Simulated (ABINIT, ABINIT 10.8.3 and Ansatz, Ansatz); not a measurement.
## Cl (Cmce): Bethe-Salpeter spectra with ABINIT

Aim: the absorption spectrum of Cl (Cmce) with electron-hole interaction, and what each part of the kernel does.

Method: PBE and many-body steps on it, plane waves, in ABINIT 10.8.3 and Ansatz 0.2.0.

## 1. Starting point

Symmetry: Cmce, No. 64, orthorhombic system. Conventional cell: a = 6.290 Å, b = 4.500 Å, c = 8.210 Å, α = 90.00°, β = 90.00°, γ = 90.00°. Nearest to Cl lie 1 Cl at 2.02 Å.

The cell and positions come from the Crystallography Open Database and are kept as given unless a step says otherwise.

## 2. Empty states on the mesh, 4×4×1 mesh, 76 bands

This step: ABINIT 10.8.3; DFT, PBE, plane waves, norm-conserving pseudopotentials.

The sums over transitions need many empty states on a uniform mesh; this step solves for them.

Contents of run.abi:

```
acell 3*1.0 Angstrom
rprim 
  3.145000000000 -2.250000000000 0.000000000000
  3.145000000000 2.250000000000 0.000000000000
  0.000000000000 0.000000000000 8.210000000000
ntypat 1
znucl 17
natom 4
typat 1 1 1 1
xred 
  0.870000000000 0.130000000000 0.100000000000
  0.630000000000 0.370000000000 0.600000000000
  0.130000000000 0.870000000000 0.900000000000
  0.370000000000 0.630000000000 0.400000000000
pp_dirpath "pseudos"
pseudos "Cl.upf"
ecut 25
ngkpt 4 4 1
nshiftk 1
shiftk 0 0 0
kptopt 1
chksymbreak 0
iscf -2
irdden 1
istwfk *1
nband 76
nbdbuf 6
tolwfr 1e-09
nstep 60
prtvol 0
indata_prefix "in"
outdata_prefix "out"
tmpdata_prefix "tmp"
```

On the command line:

```sh
$ OMP_NUM_THREADS=1 mpirun -n 4 abinit run.abi > log
```

Numbers of over 12 decimals in the logs are rounded to 6 here.

Log:

```text
.Version 10.8.3 of ABINIT. v10.8.2 released Aug 2026.

 Symmetries : space group Cm c a (# 64); Bravais oC (1-face-center ortho.)
[... echo of the input left out ...]
== DATASET  1 ==================================================================
-   mpi_nproc: 4, omp_nthreads: 1 (-1 if OMP is not activated)

--- !DatasetInfo
iteration_state: {dtset: 1, }
dimensions: {natom: 4, nkpt: 7, mband: 76, nsppol: 1, nspinor: 1, nspden: 1, mpw: 4689, }
cutoff_energies: {ecut:  25.0, pawecutdg:  -1.0, }
[...]
0.97991    0.98247    1.00826    1.03179    1.04658    1.05247    1.05278    1.05451
   1.07832    1.10343    1.15343    1.15839    1.16248    1.16774    1.19350    1.24169
   1.24430    1.24721    1.26921    1.27272
 prteigrs : prtvol=0 or 1, do not print more k-points.

== END DATASET(S) ==============================================================
================================================================================

 -outvars: echo values of variables after computation  --------
            nband          76
             nkpt           7
          spgroup          64
 [... the other variables as echoed above ...]

 Calculation completed.
```

Elapsed: 50 s, on 4 MPI ranks of Intel Xeon Platinum 8259CL at 2.50GHz (Skylake/Cascade Lake), shared host; peak memory 0.34 GiB; 3.3 min of CPU time.

This step gave:

| Quantity | Value |
| --- | --- |
| gap | 2.469 eV |
| k of the valence top | 0.5, 0.5, 0 |
| k of the conduction bottom | 0, 0, 0 |
| least direct gap | 2.525 eV |
| k points computed | 7 |
| lowest point of the top converged band, above the valence top | 32.60 eV |

On this mesh the gap is 2.469 eV.

The density comes from a self-consistent run that is not shown.

## 3. Screening, 4×4×1 mesh, 70 bands, screening to 98 eV

The RPA dielectric matrix is built and inverted for each q.

This step: RPA screening on PBE, plane waves, norm-conserving pseudopotentials.

run.abi: that of step 2 with these lines changed.

```diff
@@ -22,10 +22,11 @@
 chksymbreak 0
-iscf -2
-irdden 1
 istwfk *1
-nband 76
-nbdbuf 6
-tolwfr 1e-09
-nstep 60
-prtvol 0
+occopt 1
+irdwfk 1
+optdriver 3
+nband 70
+ecuteps 3.6
+inclvkb 2
+awtr 1
+symchi 1
 indata_prefix "in"
```

Log:

```text
.Version 10.8.3 of ABINIT. v10.8.2 released Aug 2026.

 Symmetries : space group Cm c a (# 64); Bravais oC (1-face-center ortho.)
[... echo of the input left out ...]
== DATASET  1 ==================================================================
-   mpi_nproc: 4, omp_nthreads: 1 (-1 if OMP is not activated)

--- !DatasetInfo
iteration_state: {dtset: 1, }
dimensions: {natom: 4, nkpt: 7, mband: 70, nsppol: 1, nspinor: 1, nspden: 1, mpw: 4689, }
cutoff_energies: {ecut:  25.0, pawecutdg:  -1.0, }
[...]
--------------------------------------------------------------------------------
[... chi0 elements left out ...]
 For q-point:  0.000010 0.000020 0.000030
  dielectric constant =   2.6778
  dielectric constant without local fields =   3.3055

  Average fulfillment of the sum rule on Im[epsilon] for q-point    1 :     59.61  [%]
[... wings left out ...]
  q-point number  2        q = ( 0.250000, 0.000000, 0.000000) [r.l.u.]
--------------------------------------------------------------------------------
[... chi0 elements left out ...]
  Average fulfillment of the sum rule on Im[epsilon] for q-point    2 :     66.57  [%]

 [... 5 further q-points ...]
```

Elapsed: 38 s, on 4 MPI ranks; peak memory 0.78 GiB.

Numbers from this step:

| Quantity | Value |
| --- | --- |
| ε∞ with local fields, on this mesh, along the program's q direction | 2.678 |
| the same without local fields | 3.305 |
| plasma frequency | 18.23 eV |
| plane waves in the screening matrix | 251 |

Local fields lower ε∞ by 19 %. On a Γ-centred mesh this coarse the value itself is usually too large, while a short band sum pulls it down.

## 4. Self-energy, 4×4×1 mesh, 70 bands, screening to 98 eV

The self-energy is evaluated for the states that the input lists, and the levels follow from it, in one-shot runs by the linearised quasiparticle equation.

This step: G0W0 on PBE, plane waves, norm-conserving pseudopotentials.

run.abi: that of step 3 with these lines changed.

```diff
@@ -25,8 +25,17 @@
 irdwfk 1
-optdriver 3
+optdriver 4
 nband 70
+gwcalctyp 0
+ecutsigx 25
+symsigma 1
+nkptgw 2
+kptgw 
+  0.5000000000 0.5000000000 0.0000000000
+  0.0000000000 0.0000000000 0.0000000000
+bdgw 
+  13 16
+  13 16
 ecuteps 3.6
-inclvkb 2
-awtr 1
-symchi 1
+irdscr 1
+ppmodel 1
 indata_prefix "in"
```

Log:

```text
.Version 10.8.3 of ABINIT. v10.8.2 released Aug 2026.

 Symmetries : space group Cm c a (# 64); Bravais oC (1-face-center ortho.)
[... echo of the input left out ...]
== DATASET  1 ==================================================================
-   mpi_nproc: 4, omp_nthreads: 1 (-1 if OMP is not activated)

--- !DatasetInfo
iteration_state: {dtset: 1, }
dimensions: {natom: 4, nkpt: 7, mband: 70, nsppol: 1, nspinor: 1, nspden: 1, mpw: 4689, }
cutoff_energies: {ecut:  25.0, pawecutdg:  -1.0, }
[...]
Band     E0 <VxcDFT>   SigX SigC(E0)      Z dSigC/dE  Sig(E)    E-E0       E
[...]
15   1.645 -13.984  -8.922  -2.586   0.800  -0.250 -12.003   1.981   3.626
       16   2.208 -14.632  -9.221  -2.684   0.793  -0.262 -12.471   2.161   4.369

== END DATASET(S) ==============================================================
================================================================================

 -outvars: echo values of variables after computation  --------
           etotal      0.0000000000E+00
            nband          70
             nkpt           7
          spgroup          64
 [... the other variables as echoed above ...]

 Calculation completed.
```

Elapsed: 11 s, on 4 MPI ranks; peak memory 0.68 GiB.

Numbers from this step:

- G0W0 gap on the points computed: 5.715 eV
- starting gap on the mesh: 2.469 eV
- k of the valence top: 0.5, 0.5, 0
- k of the conduction bottom: 0, 0, 0
- least direct G0W0 gap on the computed points: 5.757 eV

The gap on the mesh goes from 2.47 eV to 5.71 eV, a correction of +3.25 eV.

The gap opens by 3.246 eV; the next steps shift the empty bands rigidly by 3.246 eV.

## 5. Excitons

Optical absorption needs the electron-hole interaction, solved here in a basis of vertical transitions on the mesh.

This step: Bethe-Salpeter equation on PBE with a scissors shift, plane waves, norm-conserving pseudopotentials.

run.abi: that of step 4 with these lines changed.

```diff
@@ -25,17 +25,17 @@
 irdwfk 1
-optdriver 4
-nband 70
-gwcalctyp 0
-ecutsigx 25
-symsigma 1
-nkptgw 2
-kptgw 
-  0.5000000000 0.5000000000 0.0000000000
-  0.0000000000 0.0000000000 0.0000000000
-bdgw 
-  13 16
-  13 16
+optdriver 99
+bs_calctype 1
+mbpt_sciss 3.246 eV
+bs_loband 6
+nband 17
+bs_exchange_term 1
+bs_coulomb_term 11
+bs_coupling 0
+bs_algorithm 1
+bs_freq_mesh 0 12 0.1 eV
+zcut 0.15 eV
 ecuteps 3.6
+ecutwfn 12.5
+inclvkb 2
 irdscr 1
-ppmodel 1
 indata_prefix "in"
```

Log:

```text
.Version 10.8.3 of ABINIT. v10.8.2 released Aug 2026.

 Symmetries : space group Cm c a (# 64); Bravais oC (1-face-center ortho.)
[... echo of the input left out ...]
== DATASET  1 ==================================================================
-   mpi_nproc: 4, omp_nthreads: 1 (-1 if OMP is not activated)

--- !DatasetInfo
iteration_state: {dtset: 1, }
dimensions: {natom: 4, nkpt: 7, mband: 17, nsppol: 1, nspinor: 1, nspden: 1, mpw: 1671, }
cutoff_energies: {ecut:  12.5, pawecutdg:  -1.0, }
electrons: {nelect:   2.80000000E+01, charge:   0.00000000E+00, occopt:   1.00000000E+00, tsmear:   1.00000000E-02, }

 Exciton: Calculation of dielectric properties by solving the Bethe-Salpeter equation
 in frequency domain and reciprocal space on a transitions basis set.
 Based on a program developed by L. Reining, V. Olevano, F. Sottile,
 S. Albrecht, and G. Onida. Incorporated in ABINIT by M. Giantomassi.

.Using double precision arithmetic ; gwpc =  8

[... cell and pseudopotentials left out ...]
--------------------------------------------------------------------------------

 ==== K-mesh for the wavefunctions ====
 Number of points in the irreducible wedge :     7
[... list of points left out ...]
 Together with  8 symmetry operations and time-reversal symmetry
 yields    16 points in the full Brillouin Zone.

 ==== Q-mesh for the screening function ====
 Number of points in the irreducible wedge :     7
[... list of points left out ...]
 Together with  8 symmetry operations and time-reversal symmetry
 yields    16 points in the full Brillouin Zone.

 vcoul_init : cutoff-mode = AUXILIARY_FUNCTION
 q-points for optical limit:   1
     1)      0.000010    0.000020    0.000030
 setmesh: FFT mesh size selected  =    18x   18x   40
          total number of points  =        12960

 ==== Fundamental parameters for the solution of the Bethe-Salpeter equation: ====
 Algorithm: Direct diagonalization.
 Dimension of the v, W matrices,  npweps  = 251
 Cutoff for the wavefunctions,    npwwfn  = 1671
 Number of k-points in the IBZ,   nkibz   = 7
 Highest empty band included,     nband   = 17
 === Spin UP ===
 Number of resonant transitions          432
 Lowest occupied state                   6
 Highest occupied state                  14
 Lowest unoccupied state                 15
 Highest unoccupied state                17
 Minimum frequency [eV]           Emin    =   0.00
 Maximum frequency [eV]           Emax    =  12.00
 Frequency step [eV]              dE      =   0.10
 Lorentzian broadening [eV]       eta     =   0.15
 RPA L0 with KS energies and KS wavefunctions
 Scissors operator energy [eV] =          3.25
 Local fields effects (v term) included
 Excitonic effects (W term) included
 Full W_GG' included
 W is read from an external SCR file
 Resonant-only calculation (Hermitian case)

 Calculating epsilon_Macro(q-->0,w), along the following directions:
 q = (  1.100729  0.000000  0.000000) [r.l.u.]
 q = (  0.000000  1.100729  0.000000) [r.l.u.]
 q = (  0.000000  0.000000  2.469233) [r.l.u.]
 q = (  0.945888  0.945888  0.000000) [r.l.u.]
 q = ( -0.676708  0.676708  0.000000) [r.l.u.]
 q = (  0.000000  0.000000  2.469233) [r.l.u.]
 Number of electrons calculated from density =   27.9938; Expected =   28.0000
 average of density, n =  0.035702
 r_s =    1.8840
 omega_plasma =   18.2264 [eV]

. Writing resonant excitonic Hamiltonian on file out_BSR; file size=   0.00 [Gb].
 Direct diagonalization of the resonant excitonic Hamiltonian, Matrix size= 432
. Using LAPACK sequential version.
 Excitonic eigenvalues in eV up to n=   32
   3.25251   3.26755   3.46666   3.51509   4.38501   4.47215   4.52332   4.56417
   4.57124   4.57311   4.67712   4.70024   4.75073   4.89801   4.91350   4.93975
   4.94899   4.95396   4.97388   4.98251   5.00847   5.01678   5.03061   5.03722
   5.05350   5.05680   5.07080   5.08747   5.10186   5.10340   5.11111   5.11826

 First excitonic eigenvalue=    3.25 [eV]
 Last  excitonic eigenvalue=   16.08 [eV]

 GW  direct gap       5.77  0.00 [eV]
 EXC direct gap       3.25  0.00 [eV]
 EXC binding energy   2.52  0.00 [eV]

 Excitonic eigenvalues up to the GW energy gap [eV]
  1 (  3.25  0.00)
  2 (  3.27  0.00)
  3 (  3.47  0.00)
  4 (  3.52  0.00)
  5 (  4.39  0.00)
  6 (  4.47  0.00)
[...]
102 (  5.74  0.00)
103 (  5.75  0.00)
104 (  5.76  0.00)

 Macroscopic dielectric function:
 omega [eV] <KS_RPA_nlf>  <GW_RPA_nlf>  <BSE>
   0.0000   2.3605   0.0000   1.7969   0.0000   1.9531   0.0000
   0.1000   2.3613   0.0026   1.7970   0.0004   1.9533   0.0008
   0.2000   2.3639   0.0053   1.7974   0.0008   1.9542   0.0016
   0.3000   2.3683   0.0080   1.7980   0.0011   1.9555   0.0025
   0.4000   2.3746   0.0108   1.7989   0.0015   1.9574   0.0033
   0.5000   2.3827   0.0138   1.8001   0.0019   1.9599   0.0042
   0.6000   2.3928   0.0169   1.8015   0.0023   1.9630   0.0050
   0.7000   2.4050   0.0202   1.8032   0.0027   1.9666   0.0059
   0.8000   2.4195   0.0238   1.8051   0.0031   1.9709   0.0069
   0.9000   2.4365   0.0278   1.8073   0.0035   1.9758   0.0079

 Writing KS-RPA macroscopic dielectric function without local fields to file: out_RPA_NLF_MDF
 Writing GW-RPA macroscopic dielectric function without local fields to file: out_GW_NLF_MDF
 Writing EXC Macroscopic dielectric function to file: out_EXC_MDF

== END DATASET(S) ==============================================================
================================================================================

 -outvars: echo values of variables after computation  --------
           etotal      0.0000000000E+00
            nband          17
             nkpt           7
          spgroup          64
 [... the other variables as echoed above ...]

 Calculation completed.
```

Elapsed: 21 s, on 4 MPI ranks; peak memory 0.41 GiB; 82 s of CPU time.

This step gave:

| Item | Value |
| --- | --- |
| direct gap of the transition levels | 5.771 eV |
| transitions in the window | 432 |
| first strong exciton (over a fiftieth of the strongest listed) | 3.467 eV |
| lowest state | 3.253 eV |
| binding of the lowest state below the direct gap | 2.519 eV |
| Coulomb term of one mesh cell | 1.242 eV |

The lowest state lies at 3.253 eV, 2.519 eV under the direct gap.

Lines within 3 meV are set at the lowest of them, and the highest group, which the list may cut short, is left out. Exciton lines, with heights relative to the strongest:

```csv
position (eV),lines merged,"oscillator strength, relative"
3.252,1,0.0
3.268,1,0.1
3.467,1,2.1
3.515,1,0.0
4.385,1,2.3
4.472,1,0.0
4.523,1,15
4.564,1,100
4.571,2,62
4.677,1,85
4.700,1,0.4
4.751,1,1.0
4.898,1,0.4
4.913,1,0.2
```

The ε₂ has structure finer than the step of the table below, so its rows give means over 0.5 eV, whole bins alone (the curve runs from 0 to 11.9 eV). Peaks (eV: height): BSE 4.60: 5.19, 7.10: 1.09, 9.00: 1.26, 11.10: 2.12; no electron-hole interaction 6.50: 3.20, 9.10: 1.44, 10.50: 3.18; Kohn-Sham, no shift 3.30: 3.21, 5.90: 1.48, 7.20: 3.21, 8.90: 1.23, 10.30: 1.06.

Mean over the three Cartesian directions of q; broadening 0.15 eV; transition window only. Limits: finite bands, cutoff and mesh; coarse k mesh. ε₂ against photon energy; means over each step:

```csv
photon energy (eV),BSE,no electron-hole interaction,"Kohn-Sham, no shift"
0.5,0.00398,0.00181,0.0131
1.0,0.00849,0.00376,0.0307
1.5,0.0142,0.00592,0.0628
2.0,0.0225,0.00855,0.153
2.5,0.0365,0.0119,0.795
3.0,0.0678,0.0164,2.66
3.5,0.157,0.0230,2.20
4.0,0.464,0.0338,0.424
4.5,3.28,0.0541,0.197
5.0,1.60,0.103,0.390
5.5,0.700,0.315,1.15
6.0,0.265,1.84,1.27
6.5,0.220,2.87,0.621
7.0,0.850,1.04,1.79
7.5,0.950,0.236,2.86
8.0,0.502,0.249,1.28
8.5,0.441,0.777,0.621
9.0,0.858,1.32,0.996
9.5,0.576,0.935,0.479
10.0,0.783,0.805,0.484
10.5,1.48,2.79,0.712
11.0,1.88,2.16,0.525
11.5,1.28,0.727,0.566
```

## 6. Triplet (no exchange term)

run.abi: that of step 5 with these lines changed.

```diff
@@ -28,5 +28,5 @@
 mbpt_sciss 3.246 eV
-bs_loband 6
-nband 17
-bs_exchange_term 1
+bs_loband 7
+nband 16
+bs_exchange_term 0
 bs_coulomb_term 11
@@ -34,3 +34,3 @@
 bs_algorithm 1
-bs_freq_mesh 0 12 0.1 eV
+bs_freq_mesh 0 10 0.1 eV
 zcut 0.15 eV
```

Log:

```text
.Version 10.8.3 of ABINIT. v10.8.2 released Aug 2026.

 Symmetries : space group Cm c a (# 64); Bravais oC (1-face-center ortho.)
[... echo of the input left out ...]
== DATASET  1 ==================================================================
-   mpi_nproc: 4, omp_nthreads: 1 (-1 if OMP is not activated)

--- !DatasetInfo
iteration_state: {dtset: 1, }
dimensions: {natom: 4, nkpt: 7, mband: 16, nsppol: 1, nspinor: 1, nspden: 1, mpw: 1671, }
cutoff_energies: {ecut:  12.5, pawecutdg:  -1.0, }
electrons: {nelect:   2.80000000E+01, charge:   0.00000000E+00, occopt:   1.00000000E+00, tsmear:   1.00000000E-02, }

 Exciton: Calculation of dielectric properties by solving the Bethe-Salpeter equation
 in frequency domain and reciprocal space on a transitions basis set.
 Based on a program developed by L. Reining, V. Olevano, F. Sottile,
 S. Albrecht, and G. Onida. Incorporated in ABINIT by M. Giantomassi.

.Using double precision arithmetic ; gwpc =  8

[... cell and pseudopotentials left out ...]
--------------------------------------------------------------------------------

 ==== K-mesh for the wavefunctions ====
 Number of points in the irreducible wedge :     7
[... list of points left out ...]
 Together with  8 symmetry operations and time-reversal symmetry
 yields    16 points in the full Brillouin Zone.

 ==== Q-mesh for the screening function ====
 Number of points in the irreducible wedge :     7
[... list of points left out ...]
 Together with  8 symmetry operations and time-reversal symmetry
 yields    16 points in the full Brillouin Zone.

 vcoul_init : cutoff-mode = AUXILIARY_FUNCTION
 q-points for optical limit:   1
     1)      0.000010    0.000020    0.000030
 setmesh: FFT mesh size selected  =    18x   18x   40
[...]
average of density, n =  0.035702
 r_s =    1.8840
 omega_plasma =   18.2264 [eV]

. Writing resonant excitonic Hamiltonian on file out_BSR; file size=   0.00 [Gb].
 Direct diagonalization of the resonant excitonic Hamiltonian, Matrix size= 256
. Using LAPACK sequential version.
 Excitonic eigenvalues in eV up to n=   32
   2.48215   2.50503   2.67902   2.74147   4.37433   4.43529   4.44664   4.44935
   4.54371   4.55432   4.57951   4.59533   4.69453   4.72593   4.75206   4.77497
   4.80907   4.86273   4.90607   4.91790   4.95553   4.96447   4.99111   5.00466
   5.02011   5.03519   5.04436   5.04698   5.06826   5.07441   5.08064   5.10083

 First excitonic eigenvalue=    2.48 [eV]
 Last  excitonic eigenvalue=    8.98 [eV]

 GW  direct gap       5.77  0.00 [eV]
 EXC direct gap       2.48  0.00 [eV]
 EXC binding energy   3.29  0.00 [eV]

 Excitonic eigenvalues up to the GW energy gap [eV]
  1 (  2.48  0.00)
  2 (  2.51  0.00)
  3 (  2.68  0.00)
[...]
108 (  5.75  0.00)
109 (  5.76  0.00)

 Macroscopic dielectric function:
 omega [eV] <KS_RPA_nlf>  <GW_RPA_nlf>  <BSE>
   0.0000   1.9161   0.0000   1.4789   0.0000   1.6503   0.0000
   0.1000   1.9169   0.0024   1.4790   0.0003   1.6506   0.0008
   0.2000   1.9193   0.0049   1.4793   0.0006   1.6514   0.0016
[...]
0.8000   1.9707   0.0221   1.4855   0.0025   1.6679   0.0068
   0.9000   1.9865   0.0258   1.4873   0.0029   1.6728   0.0078

 Writing KS-RPA macroscopic dielectric function without local fields to file: out_RPA_NLF_MDF
 Writing GW-RPA macroscopic dielectric function without local fields to file: out_GW_NLF_MDF
 Writing EXC Macroscopic dielectric function to file: out_EXC_MDF

== END DATASET(S) ==============================================================
================================================================================

 -outvars: echo values of variables after computation  --------
           etotal      0.0000000000E+00
            nband          16
             nkpt           7
          spgroup          64
 [... the other variables as echoed above ...]

 Calculation completed.
```

Run time: 12 s. Hardware: 4 MPI ranks; peak memory 0.4 GiB; 48 s of CPU time.

The lowest triplet lies at 2.482 eV; triplets are dark, so no spectrum is read.

[end of part 1 of 3]

[Paths, hosts, dates, memory and timing lines, banners, echoed tables and standing remarks are left out of the program output.]

[Logs are printed without paths, hosts, clocks, repeated set-up lines and the standing remarks that a program may print on its own settings, such as how far it seeks lower states.]

[Runs of the session that timed out or met a known fault of the program may be left out.]

[No measured gap is set beside runs whose start may be inverted or whose files or cutoffs have a known fault.]

[Hosts, paths, dates, database ids (printed as entryN), source tags and the programs' standing remarks are cut or masked in the printed files.]

[G0W0 gaps are taken among the corrected bands and points alone; a level outside them can change the order at an edge.]

[Where Ansatz stands beside ABINIT at settings called matched, ABINIT's density can come from a denser mesh and the files from another edition; pairs whose starting gaps differed by over 0.03 eV were left out, so agreement reads better than it is.]
